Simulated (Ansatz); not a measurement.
## Te2As (hypothetical, Fm-3m): phonons against volume

Wanted: mode Grüneisen parameters of Te2As (hypothetical) and a free-energy fit over volumes. The crystal structure is hypothetical: it was made by swapping elements on a known structure type.

Method: DFT PBE, scalar-relativistic, plane waves, PAW, in Ansatz 0.2.0.

### 1. Starting point

The structure is cubic, space group Fm-3m (No. 225). The conventional cell has a = 6.464 Å, b = 6.464 Å, c = 6.464 Å, α = 90.00°, β = 90.00°, γ = 90.00°. Nearest to As lie 8 Te at 2.80 Å. Te has 4 As at 2.80 Å nearest. Farther neighbours and most contacts between anions are not listed.

Structure file:

```cif
data_structure
_symmetry_space_group_name_H-M 'Fm-3m'
_symmetry_Int_Tables_number 225
_cell_length_a 6.4644
_cell_length_b 6.4644
_cell_length_c 6.4644
_cell_angle_alpha 90.000
_cell_angle_beta 90.000
_cell_angle_gamma 90.000
_cell_volume 270.13
loop_
_atom_site_label
_atom_site_type_symbol
_atom_site_symmetry_multiplicity
_atom_site_Wyckoff_symbol
_atom_site_fract_x
_atom_site_fract_y
_atom_site_fract_z
_atom_site_occupancy
As1 As 4 a 0.00000 0.00000 0.00000 1
Te1 Te 8 c 0.25000 0.25000 0.75000 1
```

### 2. Probe on a coarse mesh

Before spending time, one coarse run tells the gap and the pressure of the starting cell.

input.yaml

```yaml
crystal:
  lattice:
    - [0.0, 3.23219, 3.23219]
    - [3.23219, 0.0, 3.23219]
    - [3.23219, 3.23219, 0.0]
  atoms:
    - { symbol: As, position: [0.0, 0.0, 0.0] }
    - { symbol: Te, position: [0.75, 0.75, 0.75] }
    - { symbol: Te, position: [0.25, 0.25, 0.25] }
kpoints:
  mp_grid: { grid: [6, 6, 6] }
hamiltonian:
  xc: pbe
scf:
  occupations: { method: gaussian, width: 0.1 }
output:
  forces: true
  stress: true
  eigenvalues: true
```

The run is started by

```
> ansatz run input.yaml --threads 4 --pin off --max-ram 8192MiB --backend cpu --events-out ev --progress --plain --runs-dir out
```

Numbers of over 12 decimals in the logs are rounded to 6 here.

The program printed:

```text
Engine: ansatz 0.2.0, x86_64-unknown-linux-gnu
Pseudopotentials: kind: paw
Pseudopotential: As, paw, valence charge 15, recommended cutoff 420 eV (normal), As.paw.azcp
Pseudopotential: Te, paw, valence charge 16, recommended cutoff 420 eV (normal), Te.paw.azcp
Functional definition: PBE
  parameter kappa = 0.804
  parameter beta = 0.066725
  exchange = pbe_x(kappa = kappa, mu = beta*pi^2/3)
  correlation = pbe_c(beta = beta)
Crystal: 3 atoms, lattice volume = 67.534 Å³
Basis set: ecut = 420 eV, 1363 PW (Γ), exchange–correlation on 64×64×64 points (8 copies of the dense FFT grid, shifted against one another)
Bands: 29, of which v1, the nominal top of the filled ones, is band 24 counted from 1 (23 counted from 0)
Symmetry: 48 space group operations
Space group: Fm-3m (ITA 225), of the structure as read, at distance tolerance 4.1e-5 Å
k-points: 16 of 216
Non-local potential: As, projectors of the file, l = 0: 2, l = 1: 2, l = 2: 3, l = 3: 1
Non-local potential: Te, projectors of the file, l = 0: 2, l = 1: 2, l = 2: 2, l = 3: 2
PAW form: soft (Blöchl's): semilocal exchange-correlation on the pseudo side does not see the compensation charge
PAW one-centre angular grid: As, 590 points (default); XC on 64 Gauss nodes
PAW one-centre angular grid: Te, 590 points (default); XC on 64 Gauss nodes
Initial density: superposition of atomic densities (neutral atoms: chi_scale 0, normalization atom), corrected by the library's trained network
Initial wavefunctions: pseudopotential atomic-orbital guess
Functional: x = pbe(κ = 0.804, μ = 0.219515), c = pbe(β = 0.066725)
SCF iter   1: F=—  HF=-18813.722187 eV  |F-HF|=—  |Δ(HF+E_count)|=         —  Δρ=3.87e-3  dr2=1.58e-2  ethr=1.77e-3  ⟨swp⟩=6.6  Hψ=2009  notcnv=0
preconditioner: auto → none  [insulator: Δε(μ)=0.224 eV  Ē_g=10.063 eV  σ=0.100 eV  W_gap=0.58  n_scr=14 (ndim 8)  ℏωp=18.6 eV  f_vac=0.025  D(μ)=0.97/eV (n_scr^D=0)  ε∞_Penn≈4.4]
SCF iter   2: F=—  HF=-18813.718229 eV  |F-HF|=—  |Δ(HF+E_count)|=   3.96e-3  Δρ=1.49e-3  dr2=2.21e-3  ethr=3.35e-5  ⟨swp⟩=2.0  Hψ=759  notcnv=0  defer=11
SCF iter   3: F=—  HF=-18813.717766 eV  |F-HF|=—  |Δ(HF+E_count)|=   4.64e-4  Δρ=7.79e-4  dr2=2.40e-4  ethr=4.71e-6  ⟨swp⟩=2.1  Hψ=571  notcnv=0  defer=11
SCF iter   4: F=—  HF=-18813.717918 eV  |F-HF|=—  |Δ(HF+E_count)|=   1.53e-4  Δρ=1.72e-4  dr2=1.13e-5  ethr=5.10e-7  ⟨swp⟩=2.9  Hψ=875  notcnv=0  defer=11
SCF iter   5: F=—  HF=-18813.717918 eV  |F-HF|=—  |Δ(HF+E_count)|=   4.13e-7  Δρ=6.26e-5  dr2=1.41e-6  ethr=2.40e-8  ⟨swp⟩=2.0  Hψ=664  notcnv=0  defer=11
SCF iter   6: F=—  HF=-18813.717921 eV  |F-HF|=—  |Δ(HF+E_count)|=   2.03e-6  Δρ=3.11e-5  dr2=4.82e-7  ethr=3.00e-9  ⟨swp⟩=2.1  Hψ=827  notcnv=0  defer=11
SCF iter   7: F=—  HF=-18813.717920 eV  |F-HF|=—  |Δ(HF+E_count)|=   3.56e-7  Δρ=1.65e-5  dr2=1.30e-7  ethr=1.03e-9  ⟨swp⟩=2.4  Hψ=803  notcnv=0  defer=11
SCF iter   8: F=-18813.717920 eV  HF=-18813.717920 eV  |F-HF|=7.52e-9  |Δ(HF+E_count)|=   1.36e-7  Δρ=2.98e-6  dr2=4.23e-9  ethr=2.13e-10  ⟨swp⟩=8.1  Hψ=1986  notcnv=0
SCF 1 converged in 8 iterations: F = -18813.717920 eV  dr2 = 4.23e-9
  greatest PAW one-centre occupation: 0.999 electrons in one spin orbital (limit 2), on the As atom at site 0 (counted from 0), in its partial waves of l = 2
SCF converged after 8 iterations
Free energy (F): -18813.717920 eV
Harris-Foulkes:  -18813.717920 eV  (|F-HF|=7.52e-9)
Internal energy: -18813.713001 eV  (E = F + TS)
E sigma→0 (E₀):  -18813.715461 eV
Entropy (-TS):   -0.004919 eV (-1.640 meV/atom)
Fermi energy:    14.154903 eV
--- Per-component energies (eV) ---
  E_band       = -573.300850
  E_kinetic    = 475.257757
  E_local      = -3589.771925  (includes V_loc(G=0)·N_el)
  E_nonlocal   = -1291.275611
  E_hartree    = 2325.871330
  E_xc         = -333.776938
  E_vxc        = -295.390651  (∫ρ·V_xc dr)
  E_paw        = -11157.681477  (= ΣΔE_a)
  E_vpaw       = -523.868335  (= ΣTr[D̂ρ^β])
  E_aug_tail   = -0.000367  (compensation charges beyond the density's cutoff)
  E_ewald      = -5242.335770
  E_smearing   = -0.004919  (= −TS)
  E_closure    = 0.000000  (closes the sum)
  Σ components = -18813.717920   (vs F -18813.717920, Δ=0.00e0)
--- Forces (eV/Å), atoms counted from 1 ---
  atom   1  As     0.00000000    -0.00000000    -0.00000000
  atom   2  Te     0.00000000     0.00000000    -0.00000000
  atom   3  Te    -0.00000000     0.00000000     0.00000000
  max |Σ_I F_I| component: 6.94e-18 eV/Å
--- Stress (GPa, compression-positive) ---
       24.868646      -0.000000      -0.000000
       -0.000000      24.868646       0.000000
        0.000000       0.000000      24.868646
  P = ⅓ Tr σ = 24.8686 GPa (248.686 kbar)
--- Band table (eV; the first three rows and the last of 16) ---
  k-point 0: bands = [... 20 lower, 9.6160, 10.1027, 10.1027, 10.1027, 15.0364, 15.0364, 15.0364, 17.7275, ... 1 higher]
  k-point 1: bands = [... 20 lower, 9.3521, 10.6457, 10.6457, 12.3348, 14.7136, 14.7136, 14.9164, 19.0887, ... 1 higher]
  k-point 2: bands = [... 20 lower, 10.2350, 10.7796, 10.7796, 13.7403, 15.2902, 15.2902, 16.4739, 19.9828, ... 1 higher]
  k-point 15: bands = [... 20 lower, 10.8266, 11.5671, 14.6995, 15.1685, 16.1043, 16.4733, 16.6952, 20.1434, ... 1 higher]
```

Wall time 0.52 s (4 threads of AMD EPYC 9R14 (Zen 4), shared host); peak memory 0.42 GiB.

The column dr2 measures how far the density is from self-consistency, as an energy; F and HF (Harris–Foulkes) agree once it is small.

This step gave:

```yaml
pressure: 24.87 GPa
volume_per_atom: 22.51 Å³
gap_on_the_k_mesh: 0 eV
```

The start is under 25 GPa at this level and looks like a metal on this mesh.

### 3. A loose first relaxation

The start is far from rest, so a relaxation with loose thresholds first brings it near the minimum.

Edit input.yaml of step 2 so:

```diff
@@ -19 +19,6 @@
   eigenvalues: true
+relax:
+  adjacent_minimum: "off"
+  f_tol: 0.05
+  max_steps: 80
+  cell: { stress_tol: 0.5 }
```

The program printed:

```text
[...]
Crystal: 3 atoms, lattice volume = 67.534 Å³
Basis set: ecut = 420 eV, 1363 PW (Γ), exchange–correlation on 64×64×64 points (8 copies of the dense FFT grid, shifted against one another)
Bands: 29, of which v1, the nominal top of the filled ones, is band 24 counted from 1 (23 counted from 0)
Symmetry: 48 space group operations
[...]
k-points: 16 of 216
[...]
SCF iter   1: F=—  HF=-18813.722187 eV  |F-HF|=—  |Δ(HF+E_count)|=         —  Δρ=3.87e-3  dr2=1.58e-2  ethr=1.77e-3  ⟨swp⟩=6.6  Hψ=2009  notcnv=0
[...]
SCF iter   8: F=-18813.717920 eV  HF=-18813.717920 eV  |F-HF|=7.51e-9  |Δ(HF+E_count)|=   1.36e-7  Δρ=2.98e-6  dr2=4.23e-9  ethr=2.13e-10  ⟨swp⟩=8.1  Hψ=1989  notcnv=0
SCF 1 converged in 8 iterations: F = -18813.717920 eV  dr2 = 4.23e-9
[...]
relax step   1: F+E_penalty+E_count = -18813.71792001 eV  Δ(F+E_penalty+E_count) = +0.000e0 eV  max|allowed force component| = 7.710e-18 eV/Å  Δτ_max = 0.0000 Å  P = +24.869 GPa  Ω = 67.534 Å³  (8 SCF iters, dr2 threshold 1.00e-7 eV, accepted)
Crystal: 3 atoms, lattice volume = 77.900 Å³
Basis set: ecut = 420 eV, 1471 PW (Γ), exchange–correlation on 64×64×64 points (8 copies of the dense FFT grid, shifted against one another)
[...]
iter 1 solved again at ethr=6.42e-5 eV; its pass at ethr=3.10e-3 eV (dr2=3.02e-2 eV) is discarded
[...]
SCF iter   6: F=-18814.760519 eV  HF=-18814.760519 eV  |F-HF|=5.78e-8  |Δ(HF+E_count)|=   7.63e-7  Δρ=9.56e-6  dr2=5.57e-8  ethr=6.38e-10  ⟨swp⟩=6.6  Hψ=2073  notcnv=0
SCF 2 converged in 6 iterations: F = -18814.760519 eV  dr2 = 5.57e-8
relax step   2: F+E_penalty+E_count = -18814.76051938 eV  Δ(F+E_penalty+E_count) = -1.043e0 eV  max|allowed force component| = 4.240e-17 eV/Å  Δτ_max = 0.0000 Å  P = +8.988 GPa  Ω = 77.900 Å³  energy of the carried Pulay correction = -2.348e-3 eV  (6 SCF iters, dr2 threshold 3.00e-7 eV, accepted)
Crystal: 3 atoms, lattice volume = 85.289 Å³
Basis set: ecut = 420 eV, 1687 PW (Γ), exchange–correlation on 64×64×64 points (8 copies of the dense FFT grid, shifted against one another)
[...]
SCF iter   6: F=-18815.008230 eV  HF=-18815.008230 eV  |F-HF|=5.03e-8  |Δ(HF+E_count)|=   8.12e-7  Δρ=8.19e-6  dr2=4.26e-8  ethr=6.38e-10  ⟨swp⟩=7.1  Hψ=2251  notcnv=0
SCF 3 converged in 6 iterations: F = -18815.008230 eV  dr2 = 4.26e-8
relax step   3: F+E_penalty+E_count = -18815.00823028 eV  Δ(F+E_penalty+E_count) = -2.477e-1 eV  max|allowed force component| = 3.893e-17 eV/Å  Δτ_max = 0.0000 Å  P = +2.307 GPa  Ω = 85.289 Å³  energy of the carried Pulay correction = -3.828e-3 eV  (6 SCF iters, dr2 threshold 3.00e-7 eV, accepted)
[...]
relax step   4: F+E_penalty+E_count = -18815.03145959 eV  Δ(F+E_penalty+E_count) = -2.323e-2 eV  max|allowed force component| = 3.469e-17 eV/Å  Δτ_max = 0.0000 Å  P = +0.383 GPa  Ω = 88.175 Å³  energy of the carried Pulay correction = -4.369e-3 eV  (5 SCF iters, dr2 threshold 3.00e-7 eV, accepted)
[...]
relax step   5: F+E_penalty+E_count = -18815.03913478 eV  Δ(F+E_penalty+E_count) = -7.675e-3 eV  max|allowed force component| = 3.624e-17 eV/Å  Δτ_max = 0.0000 Å  P = +0.545 GPa  Ω = 88.175 Å³  stress off target by 5.45e-1 GPa  SCF on the basis re-selected at this cell (its energy is not comparable with the rows above)  (5 SCF iters)
[...]
relax step   6: F+E_penalty+E_count = -18815.04062376 eV  Δ(F+E_penalty+E_count) = -1.489e-3 eV  max|allowed force component| = 3.508e-17 eV/Å  Δτ_max = 0.0000 Å  P = +0.033 GPa  Ω = 89.084 Å³  energy of the carried Pulay correction = -1.369e-4 eV  (4 SCF iters, dr2 threshold 3.00e-7 eV, accepted)
[...]
SCF iter   3: F=-18815.040765 eV  HF=-18815.040765 eV  |F-HF|=4.06e-7  |Δ(HF+E_count)|=   6.42e-5  Δρ=4.45e-6  dr2=1.00e-9  ethr=6.38e-12  ⟨swp⟩=5.4  Hψ=2185  notcnv=0
SCF 7 converged in 3 iterations: F = -18815.040765 eV  dr2 = 1.00e-9
relax step   7: F+E_penalty+E_count = -18815.04076543 eV  Δ(F+E_penalty+E_count) = -1.417e-4 eV  max|allowed force component| = 4.472e-17 eV/Å  Δτ_max = 0.0000 Å  P = +0.032 GPa  Ω = 89.084 Å³  stress off target by 3.22e-2 GPa  SCF on the basis re-selected at this cell (its energy is not comparable with the rows above)  (3 SCF iters)
[...]
SCF converged after 3 iterations
Free energy (F): -18815.040765 eV
[...]
Internal energy: -18815.037285 eV  (E = F + TS)
E sigma→0 (E₀):  -18815.039025 eV
Entropy (-TS):   -0.003481 eV (-1.160 meV/atom)
Fermi energy:    9.265230 eV
[...]
--- Stress (GPa, compression-positive) ---
        0.032209      -0.000000      -0.000000
       -0.000000       0.032209      -0.000000
       -0.000000      -0.000000       0.032209
  P = ⅓ Tr σ = 0.0322 GPa (0.322 kbar)
--- Band table (eV; the first three rows and the last of 16) ---
  k-point 0: bands = [... 20 lower, 6.1252, 6.4595, 6.4595, 6.4595, 10.3667, 10.3667, 10.3667, 13.7148, ... 1 higher]
  k-point 1: bands = [... 20 lower, 5.6959, 6.8740, 6.8740, 7.9863, 10.1901, 10.2623, 10.2623, 14.5917, ... 1 higher]
  k-point 2: bands = [... 20 lower, 5.9351, 7.0308, 7.0308, 8.8821, 10.6207, 10.6207, 10.8940, 15.0972, ... 1 higher]
  k-point 15: bands = [... 20 lower, 6.6436, 7.1705, 9.9924, 10.3014, 10.5255, 10.9191, 11.2878, 14.9020, ... 1 higher]
--- Relaxed structure (5 steps of the walk, 5 accepted, 2 SCFs on fresh bases) ---
  F+E_penalty+E_count = -18815.04076543 eV   max|allowed force component| = 4.472e-17 eV/Å   (the final SCF, on the basis selected at the relaxed cell)
  cell:  # Å, volume = 89.0841 Å³
    - [0, 3.544787, 3.544787]
    - [3.544787, 0, 3.544787]
    - [3.544787, 3.544787, 0]
  atoms:
    - { symbol: As, position: [0, 0, 0] }
    - { symbol: Te, position: [0.750000, 0.750000, 0.750000] }
    - { symbol: Te, position: [0.25, 0.25, 0.25] }
```

Wall time 3.4 s (4 threads); peak memory 0.48 GiB; 11 s of CPU time.

Step by step:

| step | energy less that of the first step (eV) | largest force component (eV/Å) | pressure (GPa) | volume (Å³) |
| --- | --- | --- | --- | --- |
| 1 | 0.0000 | 0.0000 | 24.87 | 67.53 |
| 2 | -1.0426 | 0.0000 | 8.99 | 77.90 |
| 3 | -1.2903 | 0.0000 | 2.31 | 85.29 |
| 4 | -1.3135 | 0.0000 | 0.38 | 88.18 |
| 5* | -1.3212 | 0.0000 | 0.54 | 88.18 |
| 6 | -1.3227 | 0.0000 | 0.03 | 89.08 |
| 7* | -1.3228 | 0.0000 | 0.03 | 89.08 |

Relaxation steps marked * repeat the geometry before them on a plane-wave basis chosen anew for their cell, so energy and pressure can jump there.

The run keeps the 48 symmetry operations that it works with, so distortions that break them were not tested.

| conventional cell, symmetrised | before | after | change |
| --- | --- | --- | --- |
| a (Å) | 6.464 | 7.090 | +9.7 % |
| b (Å) | 6.464 | 7.090 | +9.7 % |
| c (Å) | 6.464 | 7.090 | +9.7 % |
| volume (Å³/atom) | 22.51 | 29.69 | +31.9 % |

The relaxed structure:

```
As Te
1.0
     0.00000    3.54479    3.54479
     3.54479    0.00000    3.54479
     3.54479    3.54479    0.00000
As Te
1 2
Direct
  0.00000 0.00000 0.00000
  0.75000 0.75000 0.75000
  0.25000 0.25000 0.25000
```

This step gave:

```
pressure        : 0.03221 GPa
volume per atom : 29.69 Å³
```

The relaxation ends with a pressure of 0.03 GPa.

(Part 1 of 4 ends here.)

[Logs are printed without paths, hosts, clocks, repeated set-up lines and the standing remarks that a program may print on its own settings, such as how far it seeks lower states.]

[Hosts, paths, dates, database ids (printed as entryN), source tags and the programs' standing remarks are cut or masked in the printed files.]

[A step with changed settings may run another functional than the one named; its input shows which.]


